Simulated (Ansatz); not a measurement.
# Ag (Silver, Fm-3m): phonons against volume, part 2 of 3

Which modes of Ag (Silver) drive its thermal expansion?

Ansatz 0.2.0; DFT LDA, scalar-relativistic, plane waves, PAW; PAW set soft_1.

So far. Step 2 (Probe on a coarse mesh): The start is under -6.7 GPa at this level and looks like a metal on this mesh. Step 4 (Relaxing to small residual forces and stress): The residual pressure is 4.7e-4 GPa, small enough for phonons.

## (5) Lattice dynamics at this volume, V/V0 1

The same q-mesh and k-mesh are kept at every volume, so that much of their error can cancel in the differences.

Input file input.yaml:

```yaml
crystal:
  lattice:
    - [0.0, 2.0010837698, 2.0010837698]
    - [2.0010837698, 0.0, 2.0010837698]
    - [2.0010837698, 2.0010837698, 0.0]
  atoms:
    - { symbol: Ag, position: [0.0, 0.0, 0.0] }
kpoints:
  mp_grid: { grid: [20, 20, 20] }
hamiltonian:
  xc: lda
  pseudopotentials: { kind: paw, azcp: { folder: soft_1 }, xc_functional: pbe }
scf:
  occupations: { method: methfessel_paxton, width: 0.2 }
  lower_state_search: "off"
output:
  eigenvalues: true
phonons:
  method: dfpt
  qmesh: [4, 4, 4]
  temperatures: { t_max: 1000, t_step: 50 }
  qpath:
    path:
      - [[0.0, 0.0, 0.0], [0.5, 0.0, 0.5], [0.625, 0.25, 0.625]]
      - [[0.375, 0.375, 0.75], [0.0, 0.0, 0.0], [0.5, 0.5, 0.5], [0.5, 0.25, 0.75], [0.5, 0.0, 0.5]]
    npoints: 10
```

On the command line:

```console
> ansatz run input.yaml --threads 8 --pin off --max-ram 16384MiB --backend cpu --events-out ev --progress --plain --runs-dir out
```

Numbers of over 12 decimals in the logs are rounded to 6 here.

What it wrote:

```text
[...]
Crystal: 1 atoms, lattice volume = 16.026 Å³
Basis set: ecut = 420 eV, 331 PW (Γ), exchange–correlation on 40×40×40 points (8 copies of the dense FFT grid, shifted against one another)
Bands: 14, of which v1, the nominal top of the filled ones, is band 10 counted from 1 (9 counted from 0)
Symmetry: 48 space group operations
k-points: 256 of 8000
[...]
SCF iter   1: F=—  HF=-7458.607042 eV  |F-HF|=—  |Δ(HF+E_count)|=         —  Δρ=9.18e-2  dr2=1.38e0  ethr=3.10e-3  ⟨swp⟩=4.5  Hψ=17260  notcnv=0
[...]
SCF iter   8: F=-7458.201421 eV  HF=-7458.201421 eV  |F-HF|=0.00e0  |Δ(HF+E_count)|=  3.82e-11  S|Δr|=    0.00e0  Δρ=3.41e-8  dr2=1.84e-13  ethr=1.00e-12  ⟨swp⟩=6.5  Hψ=14507  notcnv=0
SCF 1 converged in 8 iterations: F = -7458.201421 eV  dr2 = 1.84e-13
[...]
NSCF: frozen V_eff on 256 k-points
[...]
DFPT response loops at q = (0, 0, 0) (fractional): preconditioner auto → Kerker (q_TF=auto, 2.807 Å⁻¹) (partly filled bands, converged f_vac=0.000); β = 1.00, the filter's whole step (`scf.mixing.beta` (0.50) is not read by the response loops under this deck's `scf.mixing.preconditioner`; to damp them name `kerker` or `kerker_dos`, under which they read `scf.mixing.beta`, and type it under 1.00, their step now; both keys bind the ground state too); Broyden in place of MSR1
[...]
SCF converged after 8 iterations
[...]
Free energy (F): -7458.201421 eV
[...]
Internal energy: -7458.201510 eV  (E = F + TS)
E sigma→0 (E₀):  -7458.201443 eV
Entropy (-TS):   0.000089 eV (0.089 meV/atom)
Fermi energy:    18.267607 eV
[...]
--- Band table (eV; the first three rows and the last of 256) ---
  k-point 0: bands = [... 6 lower, 13.2908, 13.2908, 14.4702, 14.4702, 34.2866, 38.1169, 38.1169, 38.1169]
  k-point 1: bands = [... 6 lower, 13.3155, 13.3155, 14.4601, 14.4601, 34.3269, 37.4596, 38.1700, 38.1700]
  k-point 2: bands = [... 6 lower, 13.3819, 13.3819, 14.4380, 14.4380, 34.3159, 36.1393, 38.3138, 38.3138]
  k-point 255: bands = [... 6 lower, 12.9639, 14.4633, 15.6042, 24.4318, 24.4318, 25.5534, 26.8563, 41.3423]
--- Phonons (Γ-DFPT): 1 representative perturbation + reference (Σ response iterations 3) ---
  ASR residual: 1.624e-5 → 0.000e0 eV/Å²; symmetrization residual: 2.850e-11 eV/Å²
  ASR residual per site (eV/Å²): 1.62e-5
  Γ frequencies (cm⁻¹): 0.00 0.00 0.00
--- Phonons (arbitrary-q DFPT): 8 irreducible q on the 4×4×4 mesh ---
  q = [0.0000, 0.0000, 0.0000] (star 1, of the zone-centre solve; hermiticity 5.96e-8, symmetrization 1.75e-6): -0.00 0.00 0.00
  q = [0.0000, 0.0000, 0.2500] (star 8, 1 solved perturbation on 4200 of 8000 k-point pairs; hermiticity 6.83e-13, symmetrization 2.55e-12): 56.20 56.20 137.36
[...]
q = [0.0000, 0.2500, 0.2500] (star 6, 2 solved perturbations in 3420 linear systems a pass and spin channel, the states on 2210 of 8000 k-point pairs; hermiticity 2.27e-13, symmetrization 5.97e-13): 85.95 85.95 138.60
[...]
sum rule: each row above includes the acoustic sum rule's correction from the zone centre's row sums; it moved no ω² by more than (0.20 cm⁻¹)²
  mesh force constants: q→R imaginary residual 0.00e0; ASR residual 1.624e-5 → 0.000e0 eV/Å²; symmetrization residual 1.554e-15 eV/Å²
  interpolated dispersion: 62 rows × 3 modes
  density of states and harmonic sums: on the 28×28×28 q-mesh, interpolated from the force constants of a 4×4×4 supercell (no non-analytic term)
  largest difference from the sums on the solved wave vectors: F 1.23e-2 eV, S 1.64e-5 and C_V 4.03e-6 eV/K
  zero-point energy: 0.022532 eV/cell   skipped modes (ω ≤ 0): 3   left out of the sums: 4.56e-5 of the cell's modes: C_V's classical limit lies that fraction below 3 k_B per atom; for a crystal, a wire or a layer, F and S can be off by more, and a phonons.interpolated_qmesh denser along its periods is the remedy for the sampling
```

Wall time 93 s (8 threads of Arm Neoverse V1, shared host); peak memory 3.8 GiB; 11 min of CPU time.

Numbers from this step:

| Quantity | Value |
| --- | --- |
| Γ frequencies | 0, 0, 0 cm⁻¹ (negative: imaginary) |
| lowest frequency on the path | 0 cm⁻¹ |
| zero-point energy | 0.02253 eV/cell |
| highest frequency | 189.1 cm⁻¹ |
| Debye temperature from the second moment | 236 K |

No LO-TO term. The phonon branches at the labelled points (cm⁻¹):

```tsv
point	branch 1	branch 2	branch 3
Γ	0	0	0
halfway	86	86	139
X	123	123	186
halfway	119	130	182
U	110	146	169
jump to K	110	146	169
halfway	62	95	148
Γ	0	0	0
halfway	56	56	137
L	82	82	189
halfway	97	124	176
W	120	155	155
halfway	121	132	178
X	123	123	186
```

The phonon branches as a text plot (rows in cm⁻¹):

```
    185 |           ****                        *****          **
    177 |         **    *                      *     **      **
    169 |        *       **                   *        **   *
    162 |                  *****                           *
    154 |       *          *                 *           ***
    146 |                ** *   *                       *
    138 |      *        *                   *          *    **
    130 |              *     **  *                            *
    122 |           ****                              *   *******
    114 |    **   **    **     *           *         *   *
    106 |        *        *       **                   **
     98 |       *          *    *                   * *
     91 |   *               *             *        ***
     83 |      *             **                 ****
     75 |    **                * *  *         **
     67 |                                    *
     59 |  *                    * **     *  *
     51 |   *                    *
     43 |                                  *
     35 |  *                      ****    *
     28 | *                             **
     20 | *                         **
     12 |                            *  *
      4 |*                            **
         Γ           X  U|K            Γ         L        W     X
```

Tetrahedra on 28 28 28, mean over bins of 2 cm⁻¹. The phonon density of states by wavenumber; read off at these points:

```tsv
wavenumber (cm⁻¹)	phonon density of states (1/cm⁻¹/cell)
1.0	0
7.0	6.0e-5
11.0	2.3e-4
17.0	5.6e-4
21.0	8.7e-4
27.0	0.00147
31.0	0.00191
37.0	0.00275
41.0	0.00338
47.0	0.00452
51.0	0.00543
57.0	0.00703
61.0	0.00835
67.0	0.0108
73.0	0.0141
77.0	0.0173
83.0	0.0278
87.0	0.0286
93.0	0.0297
97.0	0.0303
103.0	0.0310
107.0	0.0314
113.0	0.0317
117.0	0.0319
123.0	0.0198
129.0	0.0187
133.0	0.0181
139.0	0.0168
143.0	0.0156
149.0	0.0133
153.0	0.00963
159.0	0.0142
163.0	0.0248
169.0	0.0397
173.0	0.0454
179.0	0.0226
183.0	0.0143
189.0	9.7e-4
```

Harmonic. Thermo, by row:

```tsv
T (K)	F_vib (meV/atom)	S (J/mol-atom/K)	C_V (J/mol-atom/K)
0	22.53	0	0
50	21.76	5.139	10.58
100	16.3	15.7	19.27
150	5.88	24.16	22.13
200	-8.41	30.7	23.3
250	-25.73	35.97	23.87
300	-45.53	40.35	24.19
350	-67.44	44.1	24.39
400	-91.16	47.36	24.51
450	-116.5	50.26	24.6
500	-143.2	52.85	24.67
550	-171.2	55.2	24.71
600	-200.4	57.36	24.75
650	-230.6	59.34	24.78
700	-261.9	61.18	24.8
750	-294	62.89	24.82
800	-327	64.49	24.83
850	-360.8	66	24.85
900	-395.4	67.42	24.86
950	-430.7	68.76	24.86
1000	-466.6	70.04	24.87
```

Phonopy on the run's constants, 21x21x21 mesh, Gaussian sigma 2.0 cm⁻¹. Modes, Ag against wavenumber; read off at these points:

```tsv
wavenumber (cm⁻¹)	modes, Ag (1/cm⁻¹/cell)
-5.0	0
0.0	6.0e-5
5.0	1.0e-5
10.0	3.0e-4
15.0	4.2e-4
20.0	5.2e-4
25.0	0.00162
30.0	0.00176
35.0	0.00275
40.0	0.00271
45.0	0.00446
50.0	0.00520
55.0	0.00672
60.0	0.00804
65.0	0.00999
70.0	0.0127
75.0	0.0157
80.0	0.0222
85.0	0.0279
90.0	0.0292
95.0	0.0305
100.0	0.0311
105.0	0.0303
110.0	0.0324
111.3	0.0326
115.0	0.0304
120.0	0.0279
125.0	0.0205
130.0	0.0176
135.0	0.0167
140.0	0.0172
145.0	0.0148
150.0	0.0123
155.0	0.00977
160.0	0.0166
165.0	0.0314
170.0	0.0404
171.9	0.0421
175.0	0.0366
180.0	0.0209
185.0	0.0102
190.0	0.00138
195.0	0
```

No mode is imaginary beyond numerical noise at the solved wavevectors.

## (6) A cell at another volume, V/V0 1.015

Symmetry fixes every atom, so a single point at the scaled cell gives the energy and pressure of this member.

input.yaml, the sections that differ from step 5:

```yaml
crystal:
  lattice:
    - [0.0, 2.0110395743, 2.0110395743]
    - [2.0110395743, 0.0, 2.0110395743]
    - [2.0110395743, 2.0110395743, 0.0]
  atoms:
    - { symbol: Ag, position: [0.0, 0.0, 0.0] }
output:
  forces: true
  stress: true
  eigenvalues: true
# kpoints, hamiltonian, scf: as in step 5
# phonons: removed
```

What it wrote:

```text
[...]
Crystal: 1 atoms, lattice volume = 16.266 Å³
Basis set: ecut = 420 eV, 331 PW (Γ)
Bands: 14, of which v1, the nominal top of the filled ones, is band 10 counted from 1 (9 counted from 0)
Symmetry: 48 space group operations
[...]
k-points: 256 of 8000
[...]
SCF iter   1: F=—  HF=-7458.601824 eV  |F-HF|=—  |Δ(HF+E_count)|=         —  Δρ=9.08e-2  dr2=1.38e0  ethr=3.10e-3  ⟨swp⟩=4.4  Hψ=17239  notcnv=0
[...]
SCF iter   6: F=-7458.199908 eV  HF=-7458.199908 eV  |F-HF|=9.42e-9  |Δ(HF+E_count)|=   8.85e-9  S|Δr|=    0.00e0  Δρ=8.84e-6  dr2=1.22e-8  ethr=2.44e-10  ⟨swp⟩=1.5  Hψ=10833  notcnv=0
SCF 1 converged in 6 iterations: F = -7458.199908 eV  dr2 = 1.22e-8
[...]
SCF converged after 6 iterations
[...]
Free energy (F): -7458.199908 eV
[...]
Internal energy: -7458.200049 eV  (E = F + TS)
E sigma→0 (E₀):  -7458.199943 eV
Entropy (-TS):   0.000141 eV (0.141 meV/atom)
Fermi energy:    17.906948 eV
[...]
--- Stress (GPa, compression-positive) ---
       -1.986795       0.000000      -0.000000
        0.000000      -1.986795      -0.000000
       -0.000000       0.000000      -1.986795
  P = ⅓ Tr σ = -1.9868 GPa (-19.868 kbar)
--- Band table (eV; the first three rows and the last of 256) ---
  k-point 0: bands = [... 6 lower, 12.9931, 12.9931, 14.1421, 14.1421, 33.9082, 37.6525, 37.6525, 37.6525]
  k-point 1: bands = [... 6 lower, 13.0172, 13.0172, 14.1324, 14.1324, 33.9443, 36.9932, 37.7014, 37.7014]
  k-point 2: bands = [... 6 lower, 13.0820, 13.0820, 14.1110, 14.1110, 33.9115, 35.6835, 37.8325, 37.8325]
  k-point 255: bands = [... 6 lower, 12.6774, 14.1381, 15.2472, 24.0124, 24.0124, 25.0873, 26.4098, 40.8440]
```

Run time: 1.2 s. Hardware: 8 threads; peak memory 0.32 GiB.

This step gave:

| Property | Result |
| --- | --- |
| pressure | -1.987 GPa |
| volume per atom | 16.27 Å³/atom |

The run ends at a pressure of -1.99 GPa.

## (7) Lattice dynamics at this volume, V/V0 1.015

Phonons at this volume give one point of F(V, T); meshes stay fixed along the series.

input.yaml, the sections that differ from step 6:

```yaml
output:
  eigenvalues: true
phonons:
  method: dfpt
  qmesh: [4, 4, 4]
  temperatures: { t_max: 1000, t_step: 50 }
  qpath:
    path:
      - [[0.0, 0.0, 0.0], [0.5, 0.0, 0.5], [0.625, 0.25, 0.625]]
      - [[0.375, 0.375, 0.75], [0.0, 0.0, 0.0], [0.5, 0.5, 0.5], [0.5, 0.25, 0.75], [0.5, 0.0, 0.5]]
    npoints: 10
# crystal, kpoints, hamiltonian, scf: as in step 6
```

What it wrote:

```text
[...]
Crystal: 1 atoms, lattice volume = 16.266 Å³
Basis set: ecut = 420 eV, 331 PW (Γ), exchange–correlation on 40×40×40 points (8 copies of the dense FFT grid, shifted against one another)
Bands: 14, of which v1, the nominal top of the filled ones, is band 10 counted from 1 (9 counted from 0)
Symmetry: 48 space group operations
k-points: 256 of 8000
[...]
k-point 255: bands = [... 6 lower, 12.6773, 14.1380, 15.2471, 24.0124, 24.0124, 25.0873, 26.4098, 40.8440]
[...]
ASR residual: 2.503e-5 → 0.000e0 eV/Å²; symmetrization residual: 1.455e-11 eV/Å²
  ASR residual per site (eV/Å²): 2.50e-5
  Γ frequencies (cm⁻¹): 0.00 0.00 0.00
--- Phonons (arbitrary-q DFPT): 8 irreducible q on the 4×4×4 mesh ---
[...]
interpolated dispersion: 62 rows × 3 modes
[...]
[key lines of the parts left out:]
SCF converged after 8 iterations
Free energy (F): -7458.199909 eV
Fermi energy:    17.906905 eV
```

Run time: 94 s. Hardware: 8 threads; peak memory 3.9 GiB; 11 min of CPU time.

No mode is imaginary beyond numerical noise at the solved wavevectors.

## (8) A cell at another volume, V/V0 0.985

Symmetry fixes every atom, so a single point at the scaled cell gives the energy and pressure of this member.

The cell differs from the one that the last finished run ended in (a 2.844 → 2.816 Å, b 2.844 → 2.816 Å, c 2.844 → 2.816 Å).

input.yaml, the sections that differ from step 7:

```yaml
crystal:
  lattice:
    - [0.0, 1.9910279028, 1.9910279028]
    - [1.9910279028, 0.0, 1.9910279028]
    - [1.9910279028, 1.9910279028, 0.0]
  atoms:
    - { symbol: Ag, position: [0.0, 0.0, 0.0] }
output:
  forces: true
  stress: true
  eigenvalues: true
  write_density: true
  write_potential: true
  elf: true
  volumetric_format: npy
# kpoints, hamiltonian, scf: as in step 7
# phonons: removed
```

What it wrote:

```text
[...]
Crystal: 1 atoms, lattice volume = 15.786 Å³
Basis set: ecut = 420 eV, 331 PW (Γ)
Bands: 14, of which v1, the nominal top of the filled ones, is band 10 counted from 1 (9 counted from 0)
Symmetry: 48 space group operations
[...]
k-points: 256 of 8000
[...]
--- Band table (eV; the first three rows and the last of 256) ---
  k-point 0: bands = [... 6 lower, 13.5975, 13.5975, 14.8084, 14.8084, 34.6745, 38.5921, 38.5921, 38.5921]
  k-point 1: bands = [... 6 lower, 13.6228, 13.6228, 14.7980, 14.7980, 34.7191, 37.9368, 38.6497, 38.6497]
  k-point 2: bands = [... 6 lower, 13.6908, 13.6908, 14.7751, 14.7751, 34.7296, 36.6072, 38.8062, 38.8062]
  k-point 255: bands = [... 6 lower, 13.2591, 14.7986, 15.9727, 24.8646, 24.8646, 26.0335, 27.3168, 41.8538]
[key lines of the parts left out:]
SCF converged after 6 iterations
Free energy (F): -7458.199802 eV
Fermi energy:    18.639610 eV
P = ⅓ Tr σ = 2.1931 GPa (21.931 kbar)
```

The job ended after 0.86 s (8 threads; peak memory 0.33 GiB).

The run ends at a pressure of 2.19 GPa.

## (9) Phonons, V/V0 0.985

The same q-mesh and k-mesh are kept at every volume, so that much of their error can cancel in the differences.

input.yaml, the sections that differ from step 8:

```yaml
output:
  eigenvalues: true
phonons:
  method: dfpt
  qmesh: [4, 4, 4]
  temperatures: { t_max: 1000, t_step: 50 }
  qpath:
    path:
      - [[0.0, 0.0, 0.0], [0.5, 0.0, 0.5], [0.625, 0.25, 0.625]]
      - [[0.375, 0.375, 0.75], [0.0, 0.0, 0.0], [0.5, 0.5, 0.5], [0.5, 0.25, 0.75], [0.5, 0.0, 0.5]]
    npoints: 10
# crystal, kpoints, hamiltonian, scf: as in step 8
```

What it wrote:

```text
[...]
Crystal: 1 atoms, lattice volume = 15.786 Å³
Basis set: ecut = 420 eV, 331 PW (Γ), exchange–correlation on 40×40×40 points (8 copies of the dense FFT grid, shifted against one another)
Bands: 14, of which v1, the nominal top of the filled ones, is band 10 counted from 1 (9 counted from 0)
Symmetry: 48 space group operations
k-points: 256 of 8000
[...]
k-point 255: bands = [... 6 lower, 13.2590, 14.7985, 15.9726, 24.8646, 24.8646, 26.0334, 27.3168, 41.8538]
[...]
ASR residual: 1.082e-5 → 0.000e0 eV/Å²; symmetrization residual: 2.589e-12 eV/Å²
  ASR residual per site (eV/Å²): 1.08e-5
  Γ frequencies (cm⁻¹): 0.00 0.00 0.00
--- Phonons (arbitrary-q DFPT): 8 irreducible q on the 4×4×4 mesh ---
[...]
interpolated dispersion: 62 rows × 3 modes
[...]
[key lines of the parts left out:]
SCF converged after 8 iterations
Free energy (F): -7458.199802 eV
Fermi energy:    18.639570 eV
```

Wall time 93 s (8 threads); peak memory 3.8 GiB.

No mode is imaginary beyond numerical noise at the solved wavevectors.

## (10) Single point at a scaled cell, V/V0 1.03

Symmetry fixes every atom, so a single point at the scaled cell gives the energy and pressure of this member.

input.yaml, the sections that differ from step 9:

```yaml
crystal:
  lattice:
    - [0.0, 2.020897769, 2.020897769]
    - [2.020897769, 0.0, 2.020897769]
    - [2.020897769, 2.020897769, 0.0]
  atoms:
    - { symbol: Ag, position: [0.0, 0.0, 0.0] }
output:
  forces: true
  stress: true
  eigenvalues: true
# kpoints, hamiltonian, scf: as in step 9
# phonons: removed
```

What it wrote:

```text
[...]
Crystal: 1 atoms, lattice volume = 16.507 Å³
Basis set: ecut = 420 eV, 331 PW (Γ)
Bands: 14, of which v1, the nominal top of the filled ones, is band 10 counted from 1 (9 counted from 0)
Symmetry: 48 space group operations
[...]
k-points: 256 of 8000
[...]
--- Band table (eV; the first three rows and the last of 256) ---
  k-point 0: bands = [... 6 lower, 12.7037, 12.7037, 13.8236, 13.8236, 33.5392, 37.1985, 37.1985, 37.1985]
  k-point 1: bands = [... 6 lower, 12.7273, 12.7273, 13.8142, 13.8142, 33.5710, 36.5375, 37.2433, 37.2433]
  k-point 2: bands = [... 6 lower, 12.7906, 12.7906, 13.7935, 13.7935, 33.5157, 35.2391, 37.3618, 37.3618]
  k-point 255: bands = [... 6 lower, 12.3987, 13.8221, 14.9007, 23.6056, 23.6056, 24.6342, 25.9766, 40.3570]
[key lines of the parts left out:]
SCF converged after 6 iterations
Free energy (F): -7458.195554 eV
Fermi energy:    17.556951 eV
P = ⅓ Tr σ = -3.7866 GPa (-37.866 kbar)
```

Elapsed: 0.66 s, on 8 threads; peak memory 0.32 GiB.

The run ends at a pressure of -3.79 GPa.

## (11) Phonons, V/V0 1.03

Phonons at this volume give one point of F(V, T); meshes stay fixed along the series.

input.yaml, the sections that differ from step 10:

```yaml
output:
  eigenvalues: true
phonons:
  method: dfpt
  qmesh: [4, 4, 4]
  temperatures: { t_max: 1000, t_step: 50 }
  qpath:
    path:
      - [[0.0, 0.0, 0.0], [0.5, 0.0, 0.5], [0.625, 0.25, 0.625]]
      - [[0.375, 0.375, 0.75], [0.0, 0.0, 0.0], [0.5, 0.5, 0.5], [0.5, 0.25, 0.75], [0.5, 0.0, 0.5]]
    npoints: 10
# crystal, kpoints, hamiltonian, scf: as in step 10
```

What it wrote:

```text
[...]
Crystal: 1 atoms, lattice volume = 16.507 Å³
Basis set: ecut = 420 eV, 331 PW (Γ), exchange–correlation on 40×40×40 points (8 copies of the dense FFT grid, shifted against one another)
Bands: 14, of which v1, the nominal top of the filled ones, is band 10 counted from 1 (9 counted from 0)
Symmetry: 48 space group operations
k-points: 256 of 8000
[...]
k-point 255: bands = [... 6 lower, 12.3987, 13.8220, 14.9006, 23.6056, 23.6056, 24.6342, 25.9765, 40.3570]
[...]
ASR residual: 2.711e-5 → 0.000e0 eV/Å²; symmetrization residual: 3.638e-12 eV/Å²
  ASR residual per site (eV/Å²): 2.71e-5
  Γ frequencies (cm⁻¹): 0.00 0.00 0.00
--- Phonons (arbitrary-q DFPT): 8 irreducible q on the 4×4×4 mesh ---
[...]
interpolated dispersion: 62 rows × 3 modes
[...]
[key lines of the parts left out:]
SCF converged after 8 iterations
Free energy (F): -7458.195555 eV
Fermi energy:    17.556907 eV
```

Elapsed: 89 s, on 8 threads; peak memory 3.9 GiB; 11 min of CPU time.

No mode is imaginary beyond numerical noise at the solved wavevectors.

[end of part 2 of 3]

[Logs are printed without paths, hosts, clocks, repeated set-up lines and the standing remarks that a program may print on its own settings, such as how far it seeks lower states.]

[Hosts, paths, dates, database ids (printed as entryN), source tags and the programs' standing remarks are cut or masked in the printed files.]

[A step with changed settings may run another functional than the one named; its input shows which.]

[Of the runs on displaced cells, only some may be shown.]
